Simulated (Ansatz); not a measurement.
# Amorphous Si0.5Ge0.5 (400 atoms): support functions against a reference, part 3 of 3

Wanted: errors and times of a linear-scaling basis for amorphous Si0.5Ge0.5 (400 atoms). A setting counts as converged where the r.m.s. difference of forces stays under 1 % of the r.m.s. force.

Ansatz 0.2.0; Kohn-Sham DFT, PBE, PAW (set soft_2), plane waves.

The cell: 200 Si and 200 Ge. The quench rate of 50 K/ps is many orders above laboratory rates. The starting topology of bonds comes from the classical model. Sampling is at Γ alone, for a cell whose shortest periodic width is 21 Å.

So far. Step 12 (Support functions medium, radius 6.22 Å): Forces differ from the reference by 0.18 meV/Å r.m.s., 0.073 % of their size, well within a tolerance of 1 %; the energy by -0.14 meV/atom. It took 1.5 times the reference's time. The two runs also began from different starting densities, which bears on cycles and time.

### 13. Support functions medium, radius 3.53 Å

Level of this step: Kohn-Sham DFT, PBE, PAW (set soft_2), localised support functions (medium) (Ansatz).

The radius confines each support function; a larger one gives more freedom and more work per atom.

input.yaml

```yaml
crystal:
  lattice:
    - [20.5433, 0.0, 0.0]
    - [0.0, 20.5433, 0.0]
    - [0.0, 0.0, 20.5433]
  atoms:
    [... the 400 atom lines of step 2 ...]
kpoints:
  mp_grid: { grid: [1, 1, 1] }
hamiltonian:
  xc: pbe
scf:
  occupations: { method: gaussian, width: 0.025 }
  eigensolver: { kind: { support_functions: { accuracy: medium, radius: 3.53 } } }
  mixing: { beta: 0.4 }
  max_iter: 150
output:
  forces: true
  eigenvalues: true
```

Started as:

```bash
$ ansatz run input.yaml --threads 32 --pin off --max-ram 143360MiB --backend cuda --events-out ev --progress --plain --runs-dir out
```

Numbers of over 12 decimals in the logs are rounded to 6 here.

Output:

```text
Warning: scf.eigensolver.kind.support_functions: disabling space-group detection — the functions' gradient is summed over unrotated k-points, so no spatial operation reduces the k-mesh or symmetrises the density; time reversal is kept, so that k and −k are solved as one point where they differ and the mesh holds both, and exact exchange and, on two spinor components, a DFT+U term hold to it where the run has them: [...]
settings of this run that can trade accuracy for cost: scf.eigensolver.kind.support_functions [...]
Engine: ansatz 0.2.0, aarch64-unknown-linux-gnu
Pseudopotentials: kind: paw
Pseudopotential: Si, paw, valence charge 4, recommended cutoff 420 eV (normal), Si.paw.azcp
Pseudopotential: Ge, paw, valence charge 14, recommended cutoff 420 eV (normal), Ge.paw.azcp
[... 5 lines on functional and potentials left out ...]
device memory: the entry about to start is reckoned to put 1.9 GiB on a device that reports 182.5 GiB free
Error: SCF: the radius of support functions is under 3.95 Å, the least for these sites at the functions' level (scf.eigensolver.kind.support_functions.accuracy). Use scf.eigensolver.kind: auto, or type scf.eigensolver.kind.support_functions.radius at least as long, [...]
```

Elapsed: 1.3 s, on 1 × NVIDIA GB200 with 32 threads of Arm Neoverse V2, shared host; peak memory 1 GiB.

That memory is the host's; the program planned up to 1.9 GiB on the GPU.

The program refuses radii under 3.95 Å for these atoms at this level.

### 14. A changed input

The input is spoilt on purpose; the run shows how that looks.

This step: Kohn-Sham DFT, HSE06, PAW (set soft_2), localised support functions (low) (Ansatz 0.2.0).

input.yaml

```yaml
crystal:
  lattice:
    - [20.5433, 0.0, 0.0]
    - [0.0, 20.5433, 0.0]
    - [0.0, 0.0, 20.5433]
  atoms:
    [... the 400 atom lines of step 2 ...]
kpoints:
  mp_grid: { grid: [2, 1, 1] }
hamiltonian:
  xc: hse06
scf:
  occupations: { method: gaussian, width: 0.025 }
  eigensolver: { kind: { support_functions: { accuracy: low } } }
  mixing: { beta: 0.4 }
  max_iter: 60
output:
  forces: true
```

Output:

```text
Error: scf.eigensolver.kind.support_functions with hamiltonian.xc: <hybrid> without kpoints.mp_grid.grid: [1, 1, 1] (or any other sampling of one point, a kspacing among them) — on support functions exact exchange is summed at the zone centre alone; use one point without a shift, or scf.eigensolver.kind: auto
```

Run time: 0.06 s. Hardware: 32 threads; peak memory 0.035 GiB.

The program refused the input before any cycle.

The program's message: “Error: scf.eigensolver.kind.support_functions with hamiltonian.xc: <hybrid> without kpoints.mp_grid.grid: [1, 1, 1] (or any other sampling of one point, a kspacing among them) — on support functions e …”

The fault in the input: a hybrid on a k-mesh with support functions (basis.ecutwfc removed, hamiltonian.xc = "hse06", kpoints.mp_grid.grid = [2, 1, 1], support_functions.accuracy = "low" and scf.mixing.beta = 0.4). The fix is to run the hybrid at Γ alone.

### 15. The ladder side by side

Each row is set against the plane-wave reference (Kohn-Sham DFT, PBE, PAW (set soft_2), plane waves; r.m.s. force component 0.253 eV/Å). Energies are set beside the reference only for runs with its functional, potentials and electron count. Times are for 1 × NVIDIA GB200 with 32 threads of Arm Neoverse V2, shared host. The reference's time includes the DOS, the stress and grids, which some other runs skip.

```
                           run  Δ force, r.m.s. (meV/Å)  share of r.m.s. force (%)  Δ energy (meV/atom)  cycles  time  host memory (GiB)  planned on the GPU (GiB)
                     reference                        -                          -                    -      12  11 s                5.1                        43
plane waves at 750 eV (750 eV)                    0.064                     0.0252               -0.727      12  14 s                3.7                        96
```

### 16. Cost against change

Each row is set against the run with plane waves at 750 eV (Kohn-Sham DFT, PBE, PAW (set soft_2), plane waves; r.m.s. force component 0.253 eV/Å). Energies are set beside the reference only for runs with its functional, potentials and electron count. Times are for 1 × NVIDIA GB200 with 32 threads of Arm Neoverse V2, shared host.

| run | Δ force, r.m.s. (meV/Å) | share of r.m.s. force (%) | Δ energy (meV/atom) | cycles | time | host memory (GiB) | planned on the GPU (GiB) |
| --- | --- | --- | --- | --- | --- | --- | --- |
| reference | - | - | - | 12 | 14 s | 3.7 | 96 |
| support functions medium | 0.273 | 0.108 | -0.134 | 14 | 9.9 s | 2.3 | 11 |
| support functions low | 0.28 | 0.111 | -0.133 | 13 | 8.9 s | 2.3 | 11 |
| support functions high | 0.044 | 0.0173 | -0.0835 | 18 | 19 s | 2.6 | 23 |
| support functions medium, radius 4.02 Å | 0.338 | 0.134 | -0.134 | 14 | 9.3 s | 2.3 | 10 |
| support functions medium, radius 4.36 Å | 0.223 | 0.088 | -0.134 | 14 | 10 s | 2.4 | 12 |
| support functions medium, radius 4.65 Å | 0.198 | 0.0783 | -0.135 | 14 | 11 s | 2.4 | 13 |
| support functions medium, radius 4.98 Å | 0.19 | 0.0749 | -0.136 | 14 | 13 s | 2.4 | 15 |
| support functions medium, radius 5.6 Å | 0.186 | 0.0734 | -0.136 | 14 | 16 s | 2.6 | 20 |
| support functions medium, radius 6.22 Å | 0.185 | 0.0733 | -0.136 | 14 | 21 s | 2.9 | 26 |

### 17. The first run in detail

The first run, on the default basis, asked for the full analyses, so its electronic structure is set out here.

Neighbours are counted within 2.93 Å (Ge-Ge), 2.88 Å (Ge-Si), 2.83 Å (Si-Si).

Length of the force by element and coordination:

```csv
element,coordination,atoms,mean length of the force (eV/Å),spread,least,most
Ge,all,200,0.391,0.162,0.0874,0.942
Ge,4,155,0.366,0.145,0.0874,0.801
Ge,5,41,0.450,0.164,0.0893,0.796
Ge,6,4,0.768,0.149,0.588,0.942
Si,all,200,0.401,0.210,0.0197,1.27
Si,3,2,0.551,0.0164,0.535,0.568
Si,4,156,0.374,0.210,0.0197,1.27
Si,5,39,0.478,0.171,0.233,0.864
Si,6,3,0.713,0.240,0.448,1.03
```

Intrinsic-atomic-orbital charges by element and coordination:

```csv
element,coordination,atoms,mean charge (e),spread,least,most
Ge,all,200,-0.0322,0.0318,-0.139,0.105
Ge,4,155,-0.0271,0.0294,-0.108,0.105
Ge,5,41,-0.0464,0.0326,-0.139,0.0399
Ge,6,4,-0.0859,0.0056,-0.0952,-0.0801
Si,all,200,0.0322,0.032,-0.0824,0.144
Si,3,2,0.0023,0.0064,-0.0041,0.0087
Si,4,156,0.0369,0.032,-0.0824,0.144
Si,5,39,0.0154,0.0273,-0.0561,0.0773
Si,6,3,0.0251,0.0085,0.0149,0.0356
```

States in the cell by windows of 1 eV, zero at the Fermi level; some projections on atomic orbitals stand beside the total:

```csv
from (eV),to (eV),total,Si p,Ge p,Si s,Ge s
-14,-13,0.0,0.0,0.0,0.0,0.0
-13,-12,17.0,1.3,1.3,5.8,8.4
-12,-11,69.1,8.9,9.0,19.9,30.9
-11,-10,103.4,15.8,15.7,29.4,41.9
-10,-9,125.8,20.7,20.0,37.2,47.3
-9,-8,111.6,20.7,19.2,34.4,36.8
-8,-7,103.5,22.3,20.1,30.2,30.1
-7,-6,100.6,25.4,23.3,27.0,24.1
-6,-5,101.9,30.8,27.9,23.8,18.4
-5,-4,112.3,45.1,42.1,14.1,10.1
-4,-3,184.6,85.0,79.5,9.8,8.6
-3,-2,227.7,104.8,103.9,8.8,8.1
-2,-1,203.3,90.7,95.8,7.0,7.0
-1,0,134.6,56.5,58.9,7.6,8.4
0,1,121.1,45.1,43.9,11.9,14.1
1,2,173.9,59.0,58.5,20.3,20.5
2,3,219.0,74.6,75.0,21.9,19.0
```

Between -26 and -14 eV lie 1999 more states.

Not all projections were asked for or kept, so they needn't add up to the total.

The levels nearest the highest filled one (over half full), pooled over k-points and spins:

| level less the highest filled one (eV) | occupation |
| --- | --- |
| -0.098 | 2 |
| -0.079 | 2 |
| -0.0506 | 2.00 |
| -0.023 | 1.91 |
| -0.0054 | 1.52 |
| 0 | 1.31 |
| 0.0088 | 0.921 |
| 0.0241 | 0.335 |
| 0.0572 | 0.005 |
| 0.0667 | 0.001 |
| 0.072 | 0 |
| 0.102 | 0 |

Mean intrinsic-atomic-orbital charges: Ge -0.03, Si +0.03 e. Charges this small depend on the projection, at times even in sign.

### 18. Structure statistics

These statistics describe the geometry on which the runs were made.

Density 3.86 g/cm³, 21.67 Å³ an atom.

Pair distribution functions g(r), in bins of 0.1 Å:

```
r (Å)  total  Ge-Ge  Ge-Si  Si-Si
 2.25   0.00   0.00   0.00   0.00
 2.35   2.80   0.37   2.18   6.47
 2.45   5.39   5.10   6.03   4.39
 2.55   2.50   3.90   2.32   1.45
 2.65   0.99   1.72   0.96   0.30
 2.75   0.24   0.46   0.25   0.00
 2.85   0.03   0.13   0.00   0.00
 2.95   0.02   0.00   0.00   0.08
 3.05   0.29   0.29   0.37   0.11
 3.15   0.20   0.24   0.22   0.10
 3.25   0.24   0.13   0.26   0.30
 3.35   0.45   0.52   0.41   0.46
 3.45   0.64   0.46   0.69   0.73
 3.55   1.00   1.10   0.92   1.07
 3.65   1.15   0.99   1.12   1.37
 3.75   1.58   1.45   1.58   1.71
 3.85   1.88   1.58   1.94   2.08
 3.95   1.65   1.55   1.65   1.77
 4.05   1.69   1.94   1.67   1.50
 4.15   1.60   1.89   1.54   1.44
 4.25   1.48   1.53   1.46   1.47
 4.35   1.09   1.06   1.02   1.26
 4.45   0.95   0.91   0.97   0.98
 4.55   0.90   0.77   1.07   0.70
 4.65   0.74   0.78   0.78   0.61
 4.75   0.81   0.87   0.86   0.66
 4.85   0.74   0.87   0.73   0.61
 4.95   0.87   0.92   0.85   0.84
 5.05   0.70   0.58   0.72   0.77
 5.15   0.83   0.72   0.94   0.75
 5.25   0.84   0.83   0.88   0.76
 5.35   0.85   0.88   0.85   0.83
 5.45   0.89   0.88   0.89   0.91
 5.55   0.94   0.76   0.96   1.08
 5.65   1.10   1.03   1.12   1.11
 5.75   0.98   0.78   1.03   1.07
 5.85   1.08   1.08   1.03   1.20
 5.95   1.18   1.30   1.21   0.99
 6.05   1.13   1.12   1.18   1.05
 6.15   1.12   1.08   1.14   1.13
 6.25   0.93   1.01   0.97   0.79
 6.35   0.96   1.07   0.94   0.86
 6.45   0.91   1.06   0.84   0.88
 6.55   1.00   1.05   1.02   0.92
```

Bonds by pair of elements; cutoffs follow the first minimum of g(r), held within bounds set by covalent radii, and pairs that aren't listed don't count as bonded:

```
pair A-B  cutoff (Å)  bonds  mean length (Å)  spread (Å)  shortest (Å)  B about A  A about B
   Ge-Ge        2.93    216             2.53       0.094          2.35       2.16       2.16
   Ge-Si        2.88    417             2.48        0.09          2.31       2.08       2.08
   Si-Si        2.83    213             2.42       0.076          2.31       2.13       2.13
```

How many atoms have how many bonded neighbours:

```
element  mean  3    4   5  6
     Ge  4.25  0  155  41  4
     Si  4.21  2  156  39  3
```

Rings of the network by King's shortest-path rule, up to 12 atoms, one path for each pair of neighbours; H, halogens, alkali and alkaline-earth atoms are left out, and the last column divides by all other atoms, bonded or not:

| ring size (atoms) | rings | per network atom |
| --- | --- | --- |
| 3 | 11 | 0.028 |
| 4 | 60 | 0.15 |
| 5 | 264 | 0.66 |
| 6 | 358 | 0.895 |
| 7 | 205 | 0.512 |
| 8 | 34 | 0.085 |
| 9 | 1 | 0.002 |

First main peaks of g(r), for some of the pairs, lie near 2.5 Å (Ge-Ge), 2.5 Å (Ge-Si) and 2.4 Å (Si-Si). With the cutoffs above, 78 % of Ge atoms have 4 and 78 % of Si atoms have 4 bonded neighbours. Rings of 6 atoms are the most common (38 % of those counted); sizes run from 3 to 9.

Local excerpt of 8 atoms (numbers count through the whole input) about Ge383, which has 5 bonded neighbours where the commonest count for Ge is 4; x, y, z are measured from there.

| atom | x | y | z | distance (Å) | bonds | intrinsic-atomic-orbital charge (e) | Fx | Fy | Fz (eV/Å) |
| --- | --- | --- | --- | --- | --- | --- | --- | --- | --- |
| Ge383 | 0.00 | 0.00 | 0.00 | 0.00 | 5 | -0.03 | 0.21 | 0.40 | 0.08 |
| Si144 | -0.08 | 2.45 | 0.23 | 2.46 | 4 | 0.03 | 0.03 | -0.11 | 0.00 |
| Ge223 | -2.36 | -0.70 | 0.32 | 2.49 | 4 | -0.01 | -0.24 | -0.02 | -0.02 |
| Ge287 | 0.22 | -0.72 | -2.41 | 2.52 | 4 | 0.01 | 0.52 | 0.09 | 0.07 |
| Ge280 | 2.30 | -1.25 | -0.18 | 2.63 | 5 | 0.04 | 0.47 | 0.07 | -0.09 |
| Ge235 | 1.38 | -0.52 | 2.22 | 2.67 | 5 | -0.02 | -0.20 | 0.20 | 0.27 |
| Ge240 | -1.42 | 2.14 | 2.23 | 3.40 | 4 | -0.06 | 0.01 | 0.23 | 0.00 |
| Ge227 | -0.86 | 2.91 | -2.02 | 3.65 | 4 | -0.05 | -0.18 | 0.19 | 0.29 |

The column of bonds counts only the pairs Ge-Ge within 2.93 Å, Ge-Si within 2.88 Å, Si-Si within 2.83 Å; other neighbours, such as metal atoms beside each other in a compound, aren't counted, and periodic images can show an atom twice.

### 19. What came out

```
free energy per atom         : -2465.0987 eV/atom
pressure                     : 1.041 GPa
r.m.s. force component       : 0.2532 eV/Å
wall time of the 11 DFT runs : 2.4 min
```

In words: Against plane waves at 750 eV, the forces differ by 0.27 meV/Å (0.11 %) with support functions medium, and by 0.044 meV/Å in the closest run (support functions high). Support functions low takes 63 % of the reference's time (whose cutoff is raised) and keeps forces within 0.11 %. At 400 atoms the fastest of the runs at a preset level, support functions low, takes 0.63 times the time of plane waves, in 13 SCF cycles against 12. Differences between support functions and plane waves include what basis error the plane-wave run still has. As the radius goes from 4.02 to 6.22 Å, the force difference goes from 0.34 to 0.18 meV/Å, and the time from 9.3 s to 21 s.

5 levels are partly filled, by over 2 % (at Γ alone): at this level the cell shows no clear gap. Levels of broken or missing bonds inside a gap of the host would look the same. With the cutoffs above, 78 % of Ge atoms have 4 and 78 % of Si atoms have 4 bonded neighbours.

Caveats: The geometry was minimised with a classical potential after classical dynamics and isn't relaxed at this level: its force components are 0.25 eV/Å r.m.s.

[Logs are printed without paths, hosts, clocks, repeated set-up lines and the standing remarks that a program may print on its own settings, such as how far it seeks lower states.]

[Hosts, paths, dates, database ids (printed as entryN), source tags and the programs' standing remarks are cut or masked in the printed files.]
